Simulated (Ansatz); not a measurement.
## How Ni(111) screens a field

Aim: image plane and induced charge of Ni(111).

Method: plane-wave DFT, LDA, Ansatz PAW, in Ansatz 0.2.0.

## Step 1: The structure

The cell holds 7 atoms: 7 Ni. Its edges and angles: a = 2.489 Å, b = 2.489 Å, c = 30.194 Å, α = 90.0°, β = 90.0°, γ = 60.0°. Vacuum lies along c.

Structure file:

```cif
data_structure
_symmetry_space_group_name_H-M 'P 1'
_symmetry_Int_Tables_number 1
_cell_length_a 2.4890
_cell_length_b 2.4890
_cell_length_c 30.1936
_cell_angle_alpha 90.000
_cell_angle_beta 90.000
_cell_angle_gamma 60.000
_cell_volume 161.99
loop_
_atom_site_label
_atom_site_type_symbol
_atom_site_fract_x
_atom_site_fract_y
_atom_site_fract_z
_atom_site_occupancy
Ni1 Ni 0.00000 0.00000 0.29808 1
Ni2 Ni 0.33333 0.33333 0.36538 1
Ni3 Ni 0.66667 0.66667 0.43269 1
Ni4 Ni 0.00000 0.00000 0.50000 1
Ni5 Ni 0.33333 0.33333 0.56731 1
Ni6 Ni 0.66667 0.66667 0.63462 1
Ni7 Ni 0.00000 0.00000 0.70192 1
```

## Step 2: Atoms held, field 0

A sawtooth potential applies the field, turning back in the middle of the vacuum. With the dipole correction the typed value is the field outside the slab. The induced dipole is small, so the SCF threshold is tight.

input.yaml

```yaml
crystal:
  lattice:
    - [2.4890158698, 0.0, 0.0]
    - [1.2445079349, 2.1555509736, 0.0]
    - [0.0, 0.0, 30.1936376853]
  atoms:
    - { symbol: Ni, position: [0.0, 0.0, 0.2980760415], spin: 0.7 }
    - { symbol: Ni, position: [0.3333333333, 0.3333333333, 0.3653840277], spin: 0.7 }
    - { symbol: Ni, position: [0.6666666667, 0.6666666667, 0.4326920138], spin: 0.7 }
    - { symbol: Ni, position: [0.0, 0.0, 0.5], spin: 0.7 }
    - { symbol: Ni, position: [0.3333333333, 0.3333333333, 0.5673079862], spin: 0.7 }
    - { symbol: Ni, position: [0.6666666667, 0.6666666667, 0.6346159723], spin: 0.7 }
    - { symbol: Ni, position: [0.0, 0.0, 0.7019239585], spin: 0.7 }
magnetization:
  spin_polarized: true
kpoints:
  mp_grid: { grid: [24, 24, 1] }
hamiltonian:
  xc: lda
scf:
  occupations: { method: fermi_dirac, width: 0.1 }
  convergence: { dr2_threshold: 1.0e-10 }
efield:
  axis: 3
  dipole_correction: true
  ramp_position: 0.97
  ramp_width: 0.06
  amplitude: 0
output:
  forces: true
  write_potential: true
  write_density: true
  volumetric_format: npy
```

Launch:

```bash
$ ansatz run input.yaml --threads 4 --pin off --max-ram 6144MiB --backend cpu --events-out ev --progress --plain --runs-dir out
```

Numbers of over 12 decimals in the logs are rounded to 6 here.

Output:

```text
Engine: ansatz 0.2.0, aarch64-unknown-linux-gnu
Pseudopotentials: kind: paw
Pseudopotential: Ni, paw, valence charge 18, recommended cutoff 420 eV (normal), Ni.paw.azcp
Functional definition: SPW92
  exchange = slater_x
  correlation = pw_c
Crystal: 7 atoms, lattice volume = 161.995 Å³
Basis set: ecut = 420 eV, 3035 PW (Γ)
Bands: 79, of which v1, the nominal top of the filled ones, is band 63 counted from 1 (62 counted from 0)
Symmetry: 6 space group operations
k-points: 61 of 576 (time reversal used)
Non-local potential: Ni, projectors of the file, l = 0: 3, l = 1: 2, l = 2: 3, l = 3: 1
PAW form: soft (Blöchl's): semilocal exchange-correlation on the pseudo side does not see the compensation charge
PAW frozen core: Ni, regenerated for the run's functional, and the local potential with it (the file was generated under x = pbe(κ = 0.804, μ = 0.219515), c = pbe(β = 0.066725))
PAW one-centre angular grid: Ni, 590 points (default); XC on 64 Gauss nodes
Initial density: superposition of atomic densities (neutral atoms: chi_scale 0, normalization atom)
Starting moments: Σ|m| = 4.9 μB on 7 of 7 sites
Initial wavefunctions: pseudopotential atomic-orbital guess
Functional: x = slater, c = lda
SCF iter   1: F=—  HF=-40406.197297 eV  |F-HF|=—  |Δ(HF+E_count)|=         —  Δρ=5.49e-2 (↑1.42e-2 ↓5.49e-2)  dr2=6.40e0  dr2_m=1.06e0  M=5.726 μB ∫|m|=6.017 μB  β_m=1.00  ethr=3.10e-3  p=0.000 e·Å  D=3.49e-13 V/Å  ΔV_dip=-0.00 eV  dr2_dipole=3.05e-9  V_vac-E_F(+/−)=7.57/7.57 eV  ⟨swp⟩=9.4  Hψ=45604  notcnv=0  defer=251
Mixer restart at iter 1: flushing history
efield: sawtooth ramp at fractional position 0.9700 (set: `efield.ramp_position`, or a place that a band, a saddle search or an elastic batch's reference lends), width 0.0600; the density the first Hamiltonian is built on has a dipole p = 0.000 e·Å; the dipole correction subtracts the counter field D = 3.49e-13 V/Å, which shifts the + side's vacuum level by -0.00 eV against the − side's; the planar-averaged density in the ramp window peaks in size at 1.4e-5 e/Å³
preconditioner: auto → LDOS  [metal: Δε(μ)=0.001 eV  Ē_g=7.713 eV  σ=0.100 eV  W_gap=0.00  n_scr=24 (ndim 8)  ℏωp=24.4 eV  f_vac=0.492  D(μ)=12.09/eV (n_scr^D=160)]
spin=Collinear: LDOS preconditioning applied to the charge; magnetization (m = ρ↑ − ρ↓) channel mixes plain (no charge-response kernel on spin).
SCF iter   2: F=—  HF=-40405.693358 eV  |F-HF|=—  |Δ(HF+E_count)|=   5.04e-1  Δρ=1.62e-2 (↑1.16e-2 ↓1.62e-2)  dr2=7.73e-1  dr2_m=2.93e-2  M=5.296 μB ∫|m|=5.759 μB  β_m=0.29  ethr=3.10e-3  p=-0.000 e·Å  D=-9.29e-6 V/Å  ΔV_dip=0.00 eV  dr2_dipole=2.38e-8  V_vac-E_F(+/−)=6.74/6.74 eV  ⟨swp⟩=2.5  Hψ=16672  notcnv=0  defer=447
density mixer auto → msr1: a metal under ldos (density of states about μ 3.71 of a free-electron gas's, 24 screened modes)
SCF iter   3: F=—  HF=-40407.857121 eV  |F-HF|=—  |Δ(HF+E_count)|=    2.16e0  Δρ=8.64e-3 (↑4.99e-3 ↓8.64e-3)  dr2=1.85e-1  dr2_m=2.11e-2  M=5.174 μB ∫|m|=5.621 μB  β_m=0.49  ethr=6.13e-4  p=-0.000 e·Å  D=-2.51e-6 V/Å  ΔV_dip=0.00 eV  dr2_dipole=2.72e-10  V_vac-E_F(+/−)=6.41/6.41 eV  ⟨swp⟩=2.6  Hψ=16398  notcnv=0  defer=455
SCF iter   4: F=—  HF=-40410.797713 eV  |F-HF|=—  |Δ(HF+E_count)|=    2.94e0  Δρ=1.38e-2 (↑4.51e-3 ↓1.38e-2)  dr2=2.95e-1  dr2_m=4.99e-2  M=4.747 μB ∫|m|=5.218 μB  β_m=0.74  ethr=1.47e-4  p=-0.000 e·Å  D=-9.85e-7 V/Å  ΔV_dip=0.00 eV  dr2_dipole=7.28e-9  V_vac-E_F(+/−)=5.85/5.85 eV  ⟨swp⟩=3.2  Hψ=19684  notcnv=0  defer=457
SCF iter   5: F=—  HF=-40411.747299 eV  |F-HF|=—  |Δ(HF+E_count)|=   9.50e-1  Δρ=7.11e-3 (↑4.15e-3 ↓7.11e-3)  dr2=1.28e-1  dr2_m=7.19e-3  M=4.452 μB ∫|m|=4.922 μB  β_m=0.82  ethr=1.47e-4  p=0.000 e·Å  D=1.25e-6 V/Å  ΔV_dip=-0.00 eV  dr2_dipole=3.81e-8  V_vac-E_F(+/−)=5.57/5.57 eV  ⟨swp⟩=2.6  Hψ=17590  notcnv=0  defer=472
SCF iter   6: F=—  HF=-40411.807936 eV  |F-HF|=—  |Δ(HF+E_count)|=   6.06e-2  Δρ=5.86e-3 (↑4.73e-3 ↓5.86e-3)  dr2=1.11e-1  dr2_m=1.94e-3  M=4.410 μB ∫|m|=4.884 μB  β_m=0.66  ethr=1.01e-4  p=-0.000 e·Å  D=-3.85e-6 V/Å  ΔV_dip=0.00 eV  dr2_dipole=4.13e-8  V_vac-E_F(+/−)=5.53/5.53 eV  ⟨swp⟩=2.6  Hψ=19733  notcnv=0  defer=496
SCF iter   7: F=—  HF=-40411.781665 eV  |F-HF|=—  |Δ(HF+E_count)|=   2.63e-2  Δρ=1.97e-3 (↑8.41e-4 ↓1.97e-3)  dr2=8.44e-3  dr2_m=6.82e-4  M=4.390 μB ∫|m|=4.863 μB  β_m=0.58  ethr=8.79e-5  p=0.000 e·Å  D=8.11e-7 V/Å  ΔV_dip=-0.00 eV  dr2_dipole=5.98e-14  V_vac-E_F(+/−)=5.53/5.53 eV  ⟨swp⟩=2.0  Hψ=15462  notcnv=0  defer=496
SCF iter   8: F=—  HF=-40411.783825 eV  |F-HF|=—  |Δ(HF+E_count)|=   2.16e-3  Δρ=3.79e-4 (↑3.68e-4 ↓3.79e-4)  dr2=1.40e-4  dr2_m=1.55e-4  M=4.370 μB ∫|m|=4.846 μB  β_m=0.79  ethr=6.70e-6  p=-0.000 e·Å  D=-7.94e-8 V/Å  ΔV_dip=0.00 eV  dr2_dipole=2.34e-10  V_vac-E_F(+/−)=5.47/5.47 eV  ⟨swp⟩=3.2  Hψ=18751  notcnv=0  defer=496
SCF iter   9: F=—  HF=-40411.784002 eV  |F-HF|=—  |Δ(HF+E_count)|=   1.77e-4  Δρ=1.87e-4 (↑1.87e-4 ↓1.58e-4)  dr2=2.31e-4  dr2_m=2.06e-6  M=4.373 μB ∫|m|=4.850 μB  β_m=0.64  ethr=1.11e-7  p=0.000 e·Å  D=2.07e-7 V/Å  ΔV_dip=-0.00 eV  dr2_dipole=1.29e-9  V_vac-E_F(+/−)=5.46/5.46 eV  ⟨swp⟩=2.6  Hψ=18955  notcnv=0  defer=496
[...]
SCF iter  13: F=—  HF=-40411.783939 eV  |F-HF|=—  |Δ(HF+E_count)|=   5.36e-7  Δρ=6.44e-6 (↑5.70e-6 ↓6.44e-6)  dr2=2.33e-7  dr2_m=2.53e-9  M=4.373 μB ∫|m|=4.850 μB  β_m=0.68  ethr=5.24e-10  p=0.000 e·Å  D=2.03e-7 V/Å  ΔV_dip=-0.00 eV  dr2_dipole=7.15e-10  V_vac-E_F(+/−)=5.45/5.45 eV  ⟨swp⟩=2.2  Hψ=13338  notcnv=0  defer=496
SCF iter  14: F=—  HF=-40411.783939 eV  |F-HF|=—  |Δ(HF+E_count)|=   3.84e-8  Δρ=1.82e-6 (↑1.07e-6 ↓1.82e-6)  dr2=8.60e-9  dr2_m=1.12e-9  M=4.373 μB ∫|m|=4.850 μB  β_m=0.71  ethr=1.85e-10  p=-0.000 e·Å  D=-2.25e-7 V/Å  ΔV_dip=0.00 eV  dr2_dipole=7.90e-11  V_vac-E_F(+/−)=5.45/5.45 eV  ⟨swp⟩=2.0  Hψ=14077  notcnv=0  defer=496
SCF iter  15: F=—  HF=-40411.783939 eV  |F-HF|=—  |Δ(HF+E_count)|=   4.02e-9  Δρ=1.48e-6 (↑1.19e-6 ↓1.48e-6)  dr2=6.20e-9  dr2_m=1.30e-10  M=4.373 μB ∫|m|=4.850 μB  β_m=0.53  ethr=6.82e-12  p=0.000 e·Å  D=3.54e-7 V/Å  ΔV_dip=-0.00 eV  dr2_dipole=8.98e-13  V_vac-E_F(+/−)=5.45/5.45 eV  ⟨swp⟩=3.3  Hψ=21312  notcnv=0  defer=496
SCF iter  16: F=—  HF=-40411.783939 eV  |F-HF|=—  |Δ(HF+E_count)|=   1.46e-9  Δρ=3.33e-7 (↑2.15e-7 ↓3.33e-7)  dr2=6.25e-10  dr2_m=4.86e-11  M=4.373 μB ∫|m|=4.850 μB  β_m=0.50  ethr=4.92e-12  p=-0.000 e·Å  D=-3.61e-8 V/Å  ΔV_dip=0.00 eV  dr2_dipole=4.36e-11  V_vac-E_F(+/−)=5.45/5.45 eV  ⟨swp⟩=2.2  Hψ=14520  notcnv=0  defer=496
SCF iter  17: F=—  HF=-40411.783939 eV  |F-HF|=—  |Δ(HF+E_count)|=  9.46e-11  Δρ=2.29e-7 (↑1.19e-7 ↓2.29e-7)  dr2=7.29e-11  dr2_m=4.21e-11  M=4.373 μB ∫|m|=4.850 μB  β_m=0.72  ethr=1.00e-12  p=0.000 e·Å  D=1.15e-8 V/Å  ΔV_dip=-0.00 eV  dr2_dipole=2.25e-12  V_vac-E_F(+/−)=5.45/5.45 eV  ⟨swp⟩=1.9  Hψ=11793  notcnv=0  defer=496
SCF iter  18: F=—  HF=-40411.783939 eV  |F-HF|=—  |Δ(HF+E_count)|=  2.04e-10  Δρ=1.25e-7 (↑1.25e-7 ↓9.11e-8)  dr2=6.94e-11  dr2_m=3.20e-12  M=4.373 μB ∫|m|=4.850 μB  β_m=0.64  ethr=1.00e-12  p=-0.000 e·Å  D=-9.75e-9 V/Å  ΔV_dip=0.00 eV  dr2_dipole=1.38e-11  V_vac-E_F(+/−)=5.45/5.45 eV  ⟨swp⟩=1.0  Hψ=9682  notcnv=0  defer=496
SCF iter  19: F=—  HF=-40411.783939 eV  |F-HF|=—  |Δ(HF+E_count)|=  8.00e-11  Δρ=1.37e-7 (↑6.20e-8 ↓1.37e-7)  dr2=1.18e-10  dr2_m=4.01e-12  M=4.373 μB ∫|m|=4.850 μB  β_m=0.56  ethr=1.00e-12  p=0.000 e·Å  D=1.16e-8 V/Å  ΔV_dip=-0.00 eV  dr2_dipole=1.65e-11  V_vac-E_F(+/−)=5.45/5.45 eV  ⟨swp⟩=1.1  Hψ=9686  notcnv=0  defer=496
iter 20 did not close the SCF: its close was put off for the exchange–correlation potential of the local minority spin (scf_convergence_deferred on its scf_iter line)
SCF iter  20: F=-40411.783939 eV  HF=-40411.783939 eV  |F-HF|=2.91e-10  |Δ(HF+E_count)|=  8.73e-11  Δρ=7.56e-8 (↑1.95e-8 ↓7.56e-8)  dr2=2.22e-11  dr2_m=1.27e-12  M=4.373 μB ∫|m|=4.850 μB  β_m=0.65  ethr=1.00e-12  p=0.000 e·Å  D=3.72e-9 V/Å  ΔV_dip=-0.00 eV  dr2_dipole=1.29e-14  V_vac-E_F(+/−)=5.45/5.45 eV  ⟨swp⟩=15.0  Hψ=60066  notcnv=0
SCF iter  21: F=-40411.783939 eV  HF=-40411.783939 eV  |F-HF|=4.37e-10  |Δ(HF+E_count)|=   4.23e-9  Δρ=5.02e-8 (↑1.46e-8 ↓5.02e-8)  dr2=1.71e-11  dr2_m=5.20e-13  M=4.373 μB ∫|m|=4.850 μB  ethr=1.00e-12  p=0.000 e·Å  D=4.60e-9 V/Å  ΔV_dip=-0.00 eV  dr2_dipole=1.49e-12  V_vac-E_F(+/−)=5.45/5.45 eV  ⟨swp⟩=5.8  Hψ=43731  notcnv=0
SCF 1 converged in 21 iterations: F = -40411.783939 eV  dr2 = 1.71e-11
  greatest PAW one-centre occupation: 1.002 electrons in one spin orbital (limit 2), on the Ni atom at site 6 (counted from 0), in its partial waves of l = 1
WARN: The output density's exchange-correlation potential varies sharply where the density is thin. Do not read a vacuum level from v_tot or v_xc, or from such a field of the output density. On a cell that repeats whose density bears no net charge and no dipole along the vacuum's axis use v_es (v_loc + v_h of the components); under efield.dipole_correction with no amplitude use v_es + v_field, which holds any externa [...]
SCF converged after 21 iterations
Magnetization: 4.3728 μB (65.1864 up, 60.8136 down)
Absolute magnetization: 4.8551 μB (∫|ρ↑−ρ↓|, with the PAW one-centre terms)
Spin contamination: 0.0413 ħ² per cell (⟨S²⟩ above its minimum at these occupations)
Per-site moments (μB) at R_I (Å): [(0.672337, 1.026719), (0.675535, 1.026719), (0.630720, 1.026719), (0.622179, 1.026719), (0.630720, 1.026719), (0.675535, 1.026719), (0.672337, 1.026719)]
Free energy (F): -40411.783939 eV
Harris-Foulkes:  -40411.783939 eV  (|F-HF|=4.37e-10)
Internal energy: -40411.367056 eV  (E = F + TS)
E sigma→0 (E₀):  -40411.575497 eV
Entropy (-TS):   -0.416883 eV (-59.555 meV/atom)
Fermi energy:    5.477710 eV
Dipole field:    D = 0.000002 V/Å  (p = 0.000002 e·Å, saw-weighted, corrected)
Work function:   Φ+ = 5.4542 eV   Φ− = 5.4543 eV
Levels:          The Fermi level and band energies are counted from a zero that moves with the ramp; work functions are not
--- Per-component energies (eV) ---
  E_band       = -3545.531235
  E_kinetic    = 1976.681913
  E_local      = -406252.783846  (includes V_loc(G=0)·N_el)
  E_nonlocal   = 4474.221852
  E_hartree    = 200350.255909
  E_xc         = -588.199665
  E_vxc        = -761.367187  (∫ρ·V_xc dr)
  E_paw        = -10943.888403  (= ΣΔE_a)
  E_vpaw       = -3682.800389  (= ΣTr[D̂ρ^β])
  E_aug_tail   = 0.003197  (compensation charges beyond the density's cutoff)
  E_efield     = 0.000000  (sawtooth field / dipole correction)
  E_vefield    = 0.000000  (∫n·V_field dr)
  E_ewald      = 170569.303144
  E_core_change = 3.038843  (= ΣΔE_core)
  E_smearing   = -0.416883  (= −TS)
  E_closure    = 0.000000  (closes the sum)
  Σ components = -40411.783939   (vs F -40411.783939, Δ=0.00e0)
--- Forces (eV/Å), atoms counted from 1 ---
  atom   1  Ni     0.00000000     0.00000000     0.71237816
  atom   2  Ni    -0.00000000    -0.00000000    -0.12516770
  atom   3  Ni    -0.00000000     0.00000000    -0.02137237
  atom   4  Ni    -0.00000000    -0.00000000    -0.00000000
  atom   5  Ni     0.00000000    -0.00000000     0.02137233
  atom   6  Ni     0.00000000     0.00000000     0.12516765
  atom   7  Ni    -0.00000000    -0.00000000    -0.71237830
  max |Σ_I F_I| component: 2.33e-7 eV/Å
--- Band table (eV; the first three rows and the last of 122) ---
  k-point 0 ↑: bands = [... 59 lower, 4.2933, 4.2933, 4.4693, 4.4693, 4.6981, 4.6981, 4.8580, 4.8580, ... 12 higher]
  k-point 1 ↑: bands = [... 59 lower, 4.3083, 4.3184, 4.4723, 4.5118, 4.6438, 4.6887, 4.6989, 4.8588, ... 12 higher]
  k-point 2 ↑: bands = [... 59 lower, 4.3039, 4.3320, 4.3766, 4.4304, 4.4799, 4.7009, 4.7102, 4.8610, ... 12 higher]
  k-point 60 ↓: bands = [... 59 lower, 5.4513, 5.5537, 5.5599, 5.5599, 10.5231, 10.5350, 10.5350, 10.6214, ... 12 higher]
```

Wall time 1.7 min (4 threads of Arm Neoverse V2, shared host); peak memory 1.3 GiB; 6.7 min of CPU time.

In the SCF lines HF is the Harris–Foulkes energy and dr2 the Hartree energy of the density residual, in eV; the loop may stop once dr2 is under the threshold and the program's other checks hold. Hψ counts applications of the Hamiltonian.

Numbers from this step:

| Item | Value |
| --- | --- |
| energy at zero smearing | -40411.5755 eV |
| total moment | 4.373 μB |
| site moments | 0.6723, 0.6755, 0.6307, 0.6222, 0.6307, 0.6755, 0.6723 μB |
| work function, upper face | 5.454 eV |
| dipole along the normal | 1.64e-6 e·Å |

Running mean over 2.032 Å of the planar mean; the ramp of the sawtooth is left out. Table of electron's electrostatic potential energy less the Fermi level by z:

```tsv
z (Å)	electron's electrostatic potential energy less the Fermi level (eV)
3.5	5.45
4.0	5.45
4.5	5.45
5.0	5.45
5.5	5.44
6.0	5.41
6.5	5.28
7.0	4.79
7.5	2.61
8.0	-2.89
8.5	-8.15
9.0	-9.84
9.5	-10.0
10.0	-10.1
10.5	-10.1
11.0	-10.2
11.5	-10.2
12.0	-10.2
12.5	-10.1
13.0	-10.1
13.5	-10.1
14.0	-10.1
14.5	-10.1
15.0	-10.1
15.5	-10.1
16.0	-10.1
16.5	-10.1
17.0	-10.1
17.5	-10.1
18.0	-10.1
18.5	-10.2
19.0	-10.2
19.5	-10.1
20.0	-10.1
20.5	-10.1
21.0	-9.97
21.5	-9.19
22.0	-5.25
22.5	0.808
23.0	4.30
23.5	5.16
24.0	5.38
24.5	5.43
25.0	5.45
25.5	5.45
26.0	5.45
26.5	5.45
```

Site moment by atom:

```tsv
atom	site moment (μB)
Ni1	0.672
Ni2	0.676
Ni3	0.631
Ni4	0.622
Ni5	0.631
Ni6	0.676
Ni7	0.672
```

Force by atom:

```tsv
atom	x (eV/Å)	y (eV/Å)	z (eV/Å)	size
Ni1	0.000	0.000	0.712	0.712
Ni2	0.000	0.000	-0.125	0.125
Ni3	0.000	0.000	-0.021	0.021
Ni4	0.000	0.000	0.000	0.000
Ni5	0.000	0.000	0.021	0.021
Ni6	0.000	0.000	0.125	0.125
Ni7	0.000	0.000	-0.712	0.712
```

The work function of the upper face is 5.45 eV.

## Step 3: Atoms held, field 0.05 V/Å

Edit input.yaml of step 2 so:

```diff
@@ -27,3 +27,3 @@
   ramp_width: 0.06
-  amplitude: 0
+  amplitude: 0.05
 output:
```

Output:

```text
[...]
Crystal: 7 atoms, lattice volume = 161.995 Å³
Basis set: ecut = 420 eV, 3035 PW (Γ)
Bands: 79, of which v1, the nominal top of the filled ones, is band 63 counted from 1 (62 counted from 0)
Symmetry: 6 space group operations
k-points: 61 of 576 (time reversal used)
[...]
Starting moments: Σ|m| = 4.9 μB on 7 of 7 sites
[...]
k-point 1 ↑: bands = [... 59 lower, 4.3082, 4.3182, 4.4722, 4.5117, 4.6436, 4.6886, 4.6988, 4.8587, ... 12 higher]
  k-point 2 ↑: bands = [... 59 lower, 4.3038, 4.3319, 4.3765, 4.4303, 4.4798, 4.7008, 4.7101, 4.8609, ... 12 higher]
  k-point 60 ↓: bands = [... 59 lower, 5.4512, 5.5536, 5.5598, 5.5598, 10.5230, 10.5348, 10.5349, 10.6213, ... 12 higher]
[key lines of the parts left out:]
SCF converged after 23 iterations
Magnetization: 4.3728 μB (65.1864 up, 60.8136 down)
Free energy (F): -40411.784507 eV
Fermi energy:    5.477601 eV
Dipole field:    D = 0.025398 V/Å  (p = 0.022737 e·Å, saw-weighted, corrected)
```

It took 1.9 min on 4 threads; peak memory 1.3 GiB.

The dipole is 0.0227 e·Å.

## Step 4: Atoms held, field -0.05 V/Å

Edit input.yaml of step 3 so:

```diff
@@ -27,3 +27,3 @@
   ramp_width: 0.06
-  amplitude: 0.05
+  amplitude: -0.05
 output:
```

Output:

```text
[...]
Crystal: 7 atoms, lattice volume = 161.995 Å³
Basis set: ecut = 420 eV, 3035 PW (Γ)
Bands: 79, of which v1, the nominal top of the filled ones, is band 63 counted from 1 (62 counted from 0)
Symmetry: 6 space group operations
k-points: 61 of 576 (time reversal used)
[...]
Starting moments: Σ|m| = 4.9 μB on 7 of 7 sites
[...]
k-point 1 ↑: bands = [... 59 lower, 4.3082, 4.3182, 4.4722, 4.5117, 4.6436, 4.6886, 4.6988, 4.8587, ... 12 higher]
  k-point 2 ↑: bands = [... 59 lower, 4.3038, 4.3319, 4.3765, 4.4303, 4.4798, 4.7008, 4.7101, 4.8609, ... 12 higher]
  k-point 60 ↓: bands = [... 59 lower, 5.4512, 5.5536, 5.5598, 5.5598, 10.5230, 10.5348, 10.5349, 10.6213, ... 12 higher]
[key lines of the parts left out:]
SCF converged after 23 iterations
Magnetization: 4.3728 μB (65.1864 up, 60.8136 down)
Free energy (F): -40411.784507 eV
Fermi energy:    5.477601 eV
Dipole field:    D = -0.025393 V/Å  (p = -0.022733 e·Å, saw-weighted, corrected)
```

Elapsed: 1.9 min, on 4 threads; peak memory 1.3 GiB.

The dipole is -0.0227 e·Å.

## Step 5: Single point, field 0.1 V/Å

Edit input.yaml of step 4 so:

```diff
@@ -27,3 +27,3 @@
   ramp_width: 0.06
-  amplitude: -0.05
+  amplitude: 0.1
 output:
```

Output:

```text
[...]
Crystal: 7 atoms, lattice volume = 161.995 Å³
Basis set: ecut = 420 eV, 3035 PW (Γ)
Bands: 79, of which v1, the nominal top of the filled ones, is band 63 counted from 1 (62 counted from 0)
Symmetry: 6 space group operations
k-points: 61 of 576 (time reversal used)
[...]
Starting moments: Σ|m| = 4.9 μB on 7 of 7 sites
[...]
k-point 1 ↑: bands = [... 59 lower, 4.3078, 4.3179, 4.4719, 4.5114, 4.6431, 4.6883, 4.6985, 4.8583, ... 12 higher]
  k-point 2 ↑: bands = [... 59 lower, 4.3034, 4.3316, 4.3761, 4.4301, 4.4795, 4.7005, 4.7098, 4.8605, ... 12 higher]
  k-point 60 ↓: bands = [... 59 lower, 5.4509, 5.5533, 5.5595, 5.5595, 10.5227, 10.5345, 10.5346, 10.6210, ... 12 higher]
[key lines of the parts left out:]
SCF converged after 22 iterations
Magnetization: 4.3728 μB (65.1864 up, 60.8136 down)
Free energy (F): -40411.786212 eV
Fermi energy:    5.477272 eV
Dipole field:    D = 0.050787 V/Å  (p = 0.045467 e·Å, saw-weighted, corrected)
```

Elapsed: 1.9 min, on 4 threads; peak memory 1.3 GiB; 7.1 min of CPU time.

The dipole is 0.0455 e·Å.

## Step 6: Atoms held, field -0.1 V/Å

Edit input.yaml of step 5 so:

```diff
@@ -27,3 +27,3 @@
   ramp_width: 0.06
-  amplitude: 0.1
+  amplitude: -0.1
 output:
```

Output:

```text
[...]
Crystal: 7 atoms, lattice volume = 161.995 Å³
Basis set: ecut = 420 eV, 3035 PW (Γ)
Bands: 79, of which v1, the nominal top of the filled ones, is band 63 counted from 1 (62 counted from 0)
Symmetry: 6 space group operations
k-points: 61 of 576 (time reversal used)
[...]
Starting moments: Σ|m| = 4.9 μB on 7 of 7 sites
[...]
k-point 1 ↑: bands = [... 59 lower, 4.3078, 4.3179, 4.4719, 4.5114, 4.6431, 4.6883, 4.6985, 4.8583, ... 12 higher]
  k-point 2 ↑: bands = [... 59 lower, 4.3034, 4.3316, 4.3761, 4.4301, 4.4795, 4.7005, 4.7098, 4.8605, ... 12 higher]
  k-point 60 ↓: bands = [... 59 lower, 5.4509, 5.5533, 5.5595, 5.5595, 10.5227, 10.5345, 10.5346, 10.6210, ... 12 higher]
[key lines of the parts left out:]
SCF converged after 24 iterations
Magnetization: 4.3728 μB (65.1864 up, 60.8136 down)
Free energy (F): -40411.786212 eV
Fermi energy:    5.477272 eV
Dipole field:    D = -0.050788 V/Å  (p = -0.045468 e·Å, saw-weighted, corrected)
```

It took 2.1 min on 4 threads; peak memory 1.3 GiB.

The dipole is -0.0455 e·Å.

[end of part 1 of 2]

[Logs are printed without paths, hosts, clocks, repeated set-up lines and the standing remarks that a program may print on its own settings, such as how far it seeks lower states.]

[Hosts, paths, dates, database ids (printed as entryN), source tags and the programs' standing remarks are cut or masked in the printed files.]

[Maps of the electrostatic potential energy from Ansatz leave out the sawtooth potential of an applied field or a dipole correction, so their vacuum need not be flat; planar profiles and work functions include it.]
